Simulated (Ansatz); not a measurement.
# Rb2Pt (built on the sites of a database entry of Li2Pd): following an unstable mode, part 2 of 3

Wanted: the energy along a soft mode of Rb2Pt (built on the sites of a database entry of Li2Pd) and the structure at the end.

Ansatz 0.2.0; DFT LDA, scalar-relativistic, plane waves, norm-conserving pseudopotentials.

So far, highest frequency on the path or at a solved wavevector (cm⁻¹): step 2 (phonons on a q mesh) 148. Also lowest frequency on the path (cm⁻¹): step 2 -69.9.

The structure was built from a prototype and need not be the compound's stable phase.

## (4) The mode frozen in, largest atomic shift 0.32 Å

The atoms are moved along the unstable eigenvector, the largest shift by 0.32 Å, with the cell fixed.

Contents of input.yaml:

```yaml
crystal:
  lattice:
    - [-5.4012730199, 2.6522e-06, 0.0]
    - [-2.7006388068, -4.6776383219, -3.199767396]
    - [-2.7006388068, -4.6776383219, 3.199767396]
  atoms:
    - { symbol: Rb, position: [0.3371822226, 0.9128177774, 0.4128177774] }
    - { symbol: Rb, position: [0.329484444, 0.420515556, 0.920515556] }
    - { symbol: Rb, position: [0.670515556, 0.079484444, 0.579484444] }
    - { symbol: Rb, position: [0.6628177774, 0.5871822226, 0.0871822226] }
    - { symbol: Pt, position: [0.0, 0.4499963653, 0.5500036347] }
    - { symbol: Pt, position: [0.0, 0.0500036347, -0.0500036347] }
kpoints:
  mp_grid: { grid: [8, 8, 8] }
hamiltonian:
  xc: lda
  pseudopotentials: { kind: nc }
scf:
  occupations: { method: methfessel_paxton, width: 0.2 }
output:
  forces: true
  stress: true
  eigenvalues: true
  write_density: true
  write_potential: true
  elf: true
  volumetric_format: npy
```

Run with:

```sh
$ ansatz run input.yaml --threads 8 --pin off --max-ram 14336MiB --backend cpu --events-out ev --progress --plain --runs-dir out
```

Numbers of over 12 decimals in the logs are rounded to 6 here.

What it wrote:

```text
[...]
Crystal: 6 atoms, lattice volume = 161.686 Å³
Basis set: ecut = 1142.878222 eV, 14243 PW (Γ)
Bands: 44, of which v1, the nominal top of the filled ones, is band 36 counted from 1 (35 counted from 0)
Symmetry: 8 space group operations
[...]
k-points: 95 of 512
[...]
k-point 0: bands = [... 32 lower, 8.8953, 9.5106, 9.6331, 11.0693, 11.5079, 11.7704, 12.0913, 12.0976, ... 4 higher]
  k-point 1: bands = [... 32 lower, 8.8652, 9.4966, 9.5774, 10.8750, 11.1570, 11.9557, 12.2112, 12.3436, ... 4 higher]
  k-point 2: bands = [... 32 lower, 8.7961, 9.4376, 9.4397, 10.1326, 11.4473, 11.8067, 12.4739, 12.5417, ... 4 higher]
  k-point 94: bands = [... 32 lower, 8.8031, 9.1999, 9.3047, 9.4551, 11.5772, 11.8264, 12.2285, 12.2715, ... 4 higher]
[key lines of the parts left out:]
SCF converged after 12 iterations
Free energy (F): -10061.568213 eV
Fermi energy:    10.801665 eV
P = ⅓ Tr σ = 1.9250 GPa (19.250 kbar)
```

The job ended after 29 s (8 threads of Arm Neoverse V2, shared host; peak memory 2.5 GiB; 3.8 min of CPU time).

Numbers from this step:

```yaml
pressure: 1.925 GPa
energy_from_the_undistorted_cell: -26.56 meV/atom
```

The energy, extrapolated to zero smearing, is -26.56 meV/atom against the undistorted cell.

The run ends at a pressure of 1.92 GPa, with forces up to 0.32 eV/Å.

## (5) Energy along the mode, all amplitudes (two of the runs are shown above)

An imaginary frequency means negative curvature, so the energy should fall and then rise again as anharmonic terms take over.

Numbers from this step:

- depth at the lowest point sampled: 26.56 meV/atom
- largest atomic shift at that point: 0.32 Å

Table of energy from the parent by largest atomic shift:

```tsv
largest atomic shift (Å)	energy from the parent (meV/atom)
0.000	0
0.040	-0.94
0.080	-3.68
0.140	-10.6
0.220	-22.0
0.320	-26.6
0.450	49.7
```

Displacement at unit largest shift by atom:

```tsv
atom	x (Å)	y (Å)	z (Å)	size
Rb1	0.00	0.11	0.00	0.11
Rb2	0.00	-0.11	0.00	0.11
Rb3	0.00	0.11	0.00	0.11
Rb4	0.00	-0.11	0.00	0.11
Pt5	0.00	0.00	1.00	1.00
Pt6	0.00	0.00	-1.00	1.00
```

The lowest of the steps tried is at 0.32 Å, 26.6 meV/atom below the parent; the bottom of the well need not coincide with a step.

## (6) Relaxation from the frozen mode

Starting from the lowest point found, all atoms and the cell are let go, so that strain and other modes of the same symmetry can join in.

input.yaml, as its differences from that of step 4:

```diff
@@ -27 +27,6 @@
   volumetric_format: npy
+relax:
+  adjacent_minimum: "off"
+  f_tol: 0.002
+  max_steps: 120
+  cell: { stress_tol: 0.03 }
```

What it wrote:

```text
[...]
Crystal: 6 atoms, lattice volume = 161.686 Å³
Basis set: ecut = 1142.878222 eV, 14243 PW (Γ)
Bands: 44, of which v1, the nominal top of the filled ones, is band 36 counted from 1 (35 counted from 0)
Symmetry: 8 space group operations
[...]
k-points: 95 of 512
[...]
SCF iter   1: F=—  HF=-10083.517945 eV  |F-HF|=—  |Δ(HF+E_count)|=         —  Δρ=2.45e-1  dr2=2.23e2  ethr=3.10e-3  ⟨swp⟩=13.0  Hψ=24338  notcnv=0
[...]
SCF iter  12: F=-10061.568213 eV  HF=-10061.568213 eV  |F-HF|=2.48e-9  |Δ(HF+E_count)|=   1.77e-8  S|Δr|=    0.00e0  Δρ=1.29e-6  dr2=4.29e-9  ethr=1.39e-10  ⟨swp⟩=21.3  Hψ=36791  notcnv=0
SCF 1 converged in 12 iterations: F = -10061.568213 eV  dr2 = 4.29e-9
relax step   1: F+E_penalty+E_count = -10061.56821284 eV  Δ(F+E_penalty+E_count) = +0.000e0 eV  max|allowed force component| = 3.167e-1 eV/Å  Δτ_max = 0.0000 Å  P = +1.925 GPa  Ω = 161.686 Å³  (12 SCF iters, dr2 threshold 1.00e-7 eV, accepted)
Crystal: 6 atoms, lattice volume = 169.913 Å³
Basis set: ecut = 1142.878222 eV, 14889 PW (Γ)
[...]
SCF iter   7: F=-10061.644964 eV  HF=-10061.644964 eV  |F-HF|=2.85e-8  |Δ(HF+E_count)|=   1.95e-7  S|Δr|=    0.00e0  Δρ=4.43e-6  dr2=5.44e-8  ethr=8.33e-10  ⟨swp⟩=15.7  Hψ=38836  notcnv=0
SCF 2 converged in 7 iterations: F = -10061.644964 eV  dr2 = 5.44e-8
relax step   2: F+E_penalty+E_count = -10061.64496407 eV  Δ(F+E_penalty+E_count) = -7.675e-2 eV  max|allowed force component| = 8.692e-2 eV/Å  Δτ_max = 0.0203 Å  P = +0.249 GPa  Ω = 169.913 Å³  energy of the carried Pulay correction = -4.955e-4 eV  (7 SCF iters, dr2 threshold 6.00e-7 eV, accepted)
Crystal: 6 atoms, lattice volume = 172.881 Å³
Basis set: ecut = 1142.878222 eV, 15145 PW (Γ)
[...]
SCF iter   7: F=-10061.660579 eV  HF=-10061.660579 eV  |F-HF|=2.69e-8  |Δ(HF+E_count)|=   3.03e-7  S|Δr|=    0.00e0  Δρ=5.84e-6  dr2=5.01e-8  ethr=8.33e-10  ⟨swp⟩=14.4  Hψ=37282  notcnv=0
SCF 3 converged in 7 iterations: F = -10061.660579 eV  dr2 = 5.01e-8
relax step   3: F+E_penalty+E_count = -10061.66057906 eV  Δ(F+E_penalty+E_count) = -1.561e-2 eV  max|allowed force component| = 7.668e-2 eV/Å  Δτ_max = 0.0282 Å  P = +0.033 GPa  Ω = 172.881 Å³  energy of the carried Pulay correction = -6.683e-4 eV  (7 SCF iters, dr2 threshold 6.00e-7 eV, accepted)
[...]
relax step   4: F+E_penalty+E_count = -10061.66366131 eV  Δ(F+E_penalty+E_count) = -3.082e-3 eV  max|allowed force component| = 1.157e-2 eV/Å  Δτ_max = 0.0189 Å  P = +0.032 GPa  Ω = 174.397 Å³  energy of the carried Pulay correction = -7.554e-4 eV  (7 SCF iters, dr2 threshold 3.68e-7 eV, accepted)
[...]
relax step   5: F+E_penalty+E_count = -10061.66379328 eV  Δ(F+E_penalty+E_count) = -1.320e-4 eV  max|allowed force component| = 2.386e-3 eV/Å  Δτ_max = 0.0060 Å  P = -0.002 GPa  Ω = 174.524 Å³  energy of the carried Pulay correction = -7.627e-4 eV  (7 SCF iters, dr2 threshold 9.81e-9 eV, accepted)
[...]
relax step   6: F+E_penalty+E_count = -10061.66379746 eV  Δ(F+E_penalty+E_count) = -4.181e-6 eV  max|allowed force component| = 3.279e-4 eV/Å  Δτ_max = 0.0011 Å  P = +0.001 GPa  Ω = 174.532 Å³  energy of the carried Pulay correction = -7.631e-4 eV  (7 SCF iters, dr2 threshold 3.56e-10 eV, accepted)
[...]
relax step   7: F+E_penalty+E_count = -10061.66716774 eV  Δ(F+E_penalty+E_count) = -3.370e-3 eV  max|allowed force component| = 3.232e-4 eV/Å  Δτ_max = 0.0000 Å  P = +0.052 GPa  Ω = 174.532 Å³  stress off target by 1.01e-1 GPa  SCF on the basis re-selected at this cell (its energy is not comparable with the rows above)  (6 SCF iters)
[...]
relax step   8: F+E_penalty+E_count = -10061.66732814 eV  Δ(F+E_penalty+E_count) = -1.604e-4 eV  max|allowed force component| = 5.747e-4 eV/Å  Δτ_max = 0.0035 Å  P = +0.007 GPa  Ω = 175.073 Å³  energy of the carried Pulay correction = -3.128e-5 eV  (6 SCF iters, dr2 threshold 2.57e-8 eV, accepted)
[...]
SCF iter   7: F=-10061.667360 eV  HF=-10061.667360 eV  |F-HF|=5.46e-12  |Δ(HF+E_count)|=    0.00e0  S|Δr|=    0.00e0  Δρ=2.50e-8  dr2=1.48e-12  ethr=1.00e-12  ⟨swp⟩=10.2  Hψ=23028  notcnv=0
SCF 9 converged in 7 iterations: F = -10061.667360 eV  dr2 = 1.48e-12
relax step   9: F+E_penalty+E_count = -10061.66736004 eV  Δ(F+E_penalty+E_count) = -3.189e-5 eV  max|allowed force component| = 5.661e-4 eV/Å  Δτ_max = 0.0000 Å  P = +0.007 GPa  Ω = 175.073 Å³  stress off target by 1.68e-2 GPa  SCF on the basis re-selected at this cell (its energy is not comparable with the rows above)  (7 SCF iters)
[...]
SCF converged after 7 iterations
[...]
Free energy (F): -10061.667360 eV
[...]
Internal energy: -10061.661222 eV  (E = F + TS)
E sigma→0 (E₀):  -10061.665826 eV
Entropy (-TS):   -0.006138 eV (-1.023 meV/atom)
Fermi energy:    9.619314 eV
[...]
--- Forces (eV/Å), atoms counted from 1 ---
  atom   1  Rb    -0.00000000    -0.00018580     0.00000000
  atom   2  Rb     0.00000000     0.00007260     0.00000000
  atom   3  Rb    -0.00000000    -0.00007260     0.00000000
  atom   4  Rb     0.00000000     0.00018580     0.00000000
  atom   5  Pt     0.00000000     0.00000000     0.00056613
  atom   6  Pt     0.00000000     0.00000000    -0.00056613
  max |Σ_I F_I| component: 0.00e0 eV/Å
--- Stress (GPa, compression-positive) ---
        0.006245      -0.000000       0.000000
       -0.000000      -0.000984       0.000000
        0.000000       0.000000       0.016753
  P = ⅓ Tr σ = 0.0073 GPa (0.073 kbar)
--- Band table (eV; the first three rows and the last of 95) ---
  k-point 0: bands = [... 32 lower, 7.9547, 8.4787, 8.5603, 10.0499, 10.2604, 10.5733, 11.0694, 11.3701, ... 4 higher]
  k-point 1: bands = [... 32 lower, 7.9297, 8.4799, 8.5311, 9.6330, 10.3274, 10.8709, 11.1765, 11.3188, ... 4 higher]
  k-point 2: bands = [... 32 lower, 7.8711, 8.4555, 8.4665, 9.0673, 10.5516, 10.8285, 11.4221, 11.5352, ... 4 higher]
  k-point 94: bands = [... 32 lower, 7.8976, 8.2790, 8.3788, 8.6012, 10.2991, 10.6860, 11.1791, 11.2404, ... 4 higher]
--- Relaxed structure (7 steps of the walk, 7 accepted, 2 SCFs on fresh bases) ---
  F+E_penalty+E_count = -10061.66736004 eV   max|allowed force component| = 5.661e-4 eV/Å   (the final SCF, on the basis selected at the relaxed cell)
  cell:  # Å, volume = 175.0733 Å³
    - [-5.504967, 2.7031038506213285e-6, 0]
    - [-2.752486, -4.649825, -3.419782]
    - [-2.752486, -4.649825, 3.419782]
  atoms:
    - { symbol: Rb, position: [0.335425, 0.914575, 0.414575] }
    - { symbol: Rb, position: [0.325610, 0.424390, 0.924390] }
    - { symbol: Rb, position: [0.674390, 0.075610, 0.575610] }
    - { symbol: Rb, position: [0.664575, 0.585425, 0.085425] }
    - { symbol: Pt, position: [0.0, 0.439229, 0.560771] }
    - { symbol: Pt, position: [0, 0.060771, -0.060771] }
```

The job ended after 3.2 min (8 threads; peak memory 2.8 GiB; 25 min of CPU time).

The steps of the relaxation:

```tsv
step	energy less that of the first step (eV)	largest force component (eV/Å)	pressure (GPa)	volume (Å³)
1	0.0000	0.3167	1.92	161.69
2	-0.0768	0.0869	0.25	169.91
3	-0.0924	0.0767	0.03	172.88
4	-0.0954	0.0116	0.03	174.40
5	-0.0956	0.0024	0.00	174.52
6	-0.0956	0.0003	0.00	174.53
7*	-0.0990	0.0003	0.05	174.53
8	-0.0991	0.0006	0.01	175.07
9*	-0.0991	0.0006	0.01	175.07
```

Relaxation steps marked * repeat the geometry before them on a plane-wave basis chosen anew for their cell, so energy and pressure can jump there.

Forces are held to the 8 operations that the run works with; a distortion that breaks them can't arise in this run.

```tsv
conventional cell, symmetrised	before	after	change
a (Å)	5.401	5.505	+1.9 %
b (Å)	6.400	6.840	+6.9 %
c (Å)	9.355	9.300	-0.6 %
volume (Å³/atom)	26.95	29.18	+8.3 %
```

The atoms that moved most (Å, as changes of fractional coordinates times the final cell):

```tsv
atom	dx	dy	dz	length
Pt6	0.000	0.000	-0.074	0.074
Pt5	0.000	0.000	0.074	0.074
Rb3	0.000	0.036	0.000	0.036
Rb2	0.000	-0.036	0.000	0.036
Rb4	0.000	0.016	0.000	0.016
Rb1	0.000	-0.016	0.000	0.016
```

Numbers from this step:

```
pressure        : 0.007338 GPa
volume per atom : 29.18 Å³
```

Valence density in the bc plane of the conventional cell at fractional x = 0.000, with atoms of Rb and Pt within 0.2 Å of it. It is the smooth field of the valence electrons, not physical close to the nuclei.

Ten steps, logarithmic in the rise over the least value, from '_' (0.0 e/Å³) to '@' (8.0 e/Å³), each cell a mean:
```
==**@@@@@@%%++::..____..--##@@@@@@%%++
--==##%%%%**--::..____..::++##%%%%**--
::--==++==--::..______....--==++==--::
....::::::....__________....::::::....
::::......__....::--::::..__........::
++==::..____..--++**++==::______::--++
****++::____::++********==..__..--****
==**++--....--****--++**==..__::==**++
++**++--....--++********==..__..==****
****==::____..--++****==::____..--++**
==--::________..------::..______..--==
::..____________......____________....
::::..__________..::::..__________..::
++==--..____..::==++==--..______::==++
****++::____::==******++--..__..--****
==****--....--****==****==..__::==**++
++**++--__..--++**++****==..__..==****
****==::____::==******++--..__..--++**
----::..____..::======--..______..::--
......................................
..::::----::....________..::::----::..
::--++****==--..______..::--++****==--
--++%%@@@@##==::..____..--**%%@@@@##==
==##@@%%@@@@++::..____..--##@@%%@@%%++
```
Columns run along b (6.8 Å), rows up along c (9.3 Å), edges of the conventional cell, whose origin can differ from the input's. Atoms in or near the plane, at fractional coordinates: Rb at (0.00, 0.34), Rb at (0.50, 0.33), Rb at (0.50, 0.67), Rb at (0.00, 0.66), Pt at (0.19, 0.00), Pt at (0.81, 0.00).

Electrostatic potential energy in the bc plane of the conventional cell at fractional x = 0.000, with atoms of Rb and Pt within 0.2 Å of it. With pseudopotentials it is smooth inside the atoms' cores, unlike the true potential.

Values in eV, 13 rows by 16 columns, each cell a mean:
```
  7 -16 -72 -82 -42   3  12  14  14  13   8 -20 -73 -81 -38   3
 12   9   5   4   8  11  12  12  12  12  12  10   5   4   8  11
  5   7  10  11  11  10   7   3   2   6   9  11  11  10   8   6
-22 -13   2   8   9   5 -10 -22 -25 -15   0   8   9   5  -8 -19
-34 -19  -3   7   8   3 -13 -26 -32 -18  -2   7   8   3 -14 -28
 -8  -2   6   9  10   8   4  -3  -4   1   7  10  10   8   1  -7
  5   7   9  10  11  10   9   7   7   8  10  11  11  10   8   6
-14  -7   4   9   9   7   0  -9 -10  -4   5   9   9   7  -3 -12
-37 -20  -4   7   8   3 -15 -28 -36 -19  -3   7   8   3 -15 -29
-15  -8   4   9   9   6  -6 -16 -18 -11   3   9   9   7  -3 -13
  8   9  11  11  12  11   9   7   7   9  11  12  12  11  10   9
 11   7  -3  -6   3  10  13  13  13  13  12   7  -3  -6   4  10
  6 -25 -90 -98 -59   0  12  14  14  13   7 -30 -92 -98 -54   0
```
Columns run along b (6.8 Å; values clipped at the 3rd and 97th percentile), rows up along c (9.3 Å), edges of the conventional cell, whose origin can differ from the input's. Atoms in or near the plane, at fractional coordinates: Rb at (0.00, 0.34), Rb at (0.50, 0.33), Rb at (0.50, 0.67), Rb at (0.00, 0.66), Pt at (0.19, 0.00), Pt at (0.81, 0.00).

ELF in the bc plane of the conventional cell at fractional x = 0.000, with atoms of Rb and Pt within 0.2 Å of it. It is the smooth field of the valence electrons, not physical close to the nuclei.

Ten even steps from '_' (0.03) to '@' (0.87), each cell a mean:
```
--==##++####--::::::::::::++%%++##**--
----++##**++----::::::::--==**##**==--
::----======--::......::--========--::
....::------::..________..------::....
::......::..__..--++==::__..::......::
%%##==..____..**%%@@@@##--______::**%%
%%@@%%==____++@@@@**##@@##::__..##@@%%
..##@@**____**@@##__--@@%%--__--%%@@--
--%%@@++____++@@%%++**@@%%::__--%%@@++
@@@@%%--____--##@@@@@@%%++____..**@@@@
##**==..______::++****==..______::++##
....________________________________..
==--..__________::::::..__________::--
@@%%**::____..++%%@@%%**::______==%%@@
##@@@@==____==%%@@@@@@@@**..__::##@@%%
__##@@**____**@@##..==@@%%::__--%%@@--
==%%@@++____**@@##::==@@%%::__::%%@@++
@@@@##::____--%%@@%%@@@@**..__..++@@@@
**==::______..--##%%##++::______..--++
......::--::..__..::::..__..--::......
..::----====--..______..::--==----::::
----==++++==----::....::--====++==----
--==**####**--::::::::::--==######++--
--==##--++##--::::::::::::++##::****--
```
Columns run along b (6.8 Å), rows up along c (9.3 Å), edges of the conventional cell, whose origin can differ from the input's. Atoms in or near the plane, at fractional coordinates: Rb at (0.00, 0.34), Rb at (0.50, 0.33), Rb at (0.50, 0.67), Rb at (0.00, 0.66), Pt at (0.19, 0.00), Pt at (0.81, 0.00).

The distorted start has space group Immm; the relaxation ends in Immm.

## (7) The new phase in its own primitive cell

The relaxed structure is symmetrised, reduced to its primitive cell and relaxed tightly, as its phonons need.

Contents of input.yaml:

```yaml
crystal:
  lattice:
    - [-2.7524835327, 3.4197820967, 4.6498267705]
    - [2.7524835327, -3.4197820967, 4.6498267705]
    - [2.7524835327, 3.4197820967, -4.6498267705]
  atoms:
    - { symbol: Rb, position: [0.3354254137, 0.3354254137, 0.0] }
    - { symbol: Rb, position: [0.8256101611, 0.3256101611, 0.5] }
    - { symbol: Rb, position: [0.1743898389, 0.6743898389, 0.5] }
    - { symbol: Rb, position: [0.6645745863, 0.6645745863, 0.0] }
    - { symbol: Pt, position: [0.1892289388, 0.0, 0.1892289388] }
    - { symbol: Pt, position: [0.8107710612, 0.0, 0.8107710612] }
kpoints:
  mp_grid: { grid: [8, 8, 8] }
hamiltonian:
  xc: lda
  pseudopotentials: { kind: nc }
scf:
  occupations: { method: methfessel_paxton, width: 0.2 }
output:
  forces: true
  stress: true
  eigenvalues: true
relax:
  adjacent_minimum: "off"
  f_tol: 0.001
  max_steps: 60
  cell: { stress_tol: 0.01 }
```

What it wrote:

```text
[...]
Crystal: 6 atoms, lattice volume = 175.073 Å³
Basis set: ecut = 1142.878222 eV, 15341 PW (Γ)
Bands: 44, of which v1, the nominal top of the filled ones, is band 36 counted from 1 (35 counted from 0)
Symmetry: 8 space group operations
[...]
k-points: 95 of 512
[...]
cell:  # Å, volume = 175.1620 Å³
    - [-2.752918, 3.421425, 4.649215]
    - [2.752918, -3.421425, 4.649215]
    - [2.752918, 3.421425, -4.649215]
  atoms:
    - { symbol: Rb, position: [0.335404, 0.335404, 0] }
    - { symbol: Rb, position: [0.825592, 0.325592, 0.500000] }
    - { symbol: Rb, position: [0.174408, 0.674408, 0.500000] }
    - { symbol: Rb, position: [0.664596, 0.664596, 0] }
    - { symbol: Pt, position: [0.189131, 0, 0.189131] }
    - { symbol: Pt, position: [0.810869, 0, 0.810869] }
[key lines of the parts left out:]
SCF converged after 10 iterations
Free energy (F): -10061.667367 eV
Fermi energy:    9.612132 eV
P = ⅓ Tr σ = 0.0009 GPa (0.009 kbar)
```

Elapsed: 1.9 min, on 8 threads; peak memory 2.8 GiB; 15 min of CPU time.

Little changed from the start: no atom moved by 0.005 Å and no cell edge by 0.1 %.

This step gave:

```yaml
pressure: 9.49e-4 GPa
volume_per_atom: 29.19 Å³
```

The largest force component left is 0.46 meV/Å and the pressure is 0.001 GPa, within the tolerances set. The cell now holds 29.19 Å³/atom.

(Part 2 of 3 ends here.)

[Logs are printed without paths, hosts, clocks, repeated set-up lines and the standing remarks that a program may print on its own settings, such as how far it seeks lower states.]

[Hosts, paths, dates, database ids (printed as entryN), source tags and the programs' standing remarks are cut or masked in the printed files.]
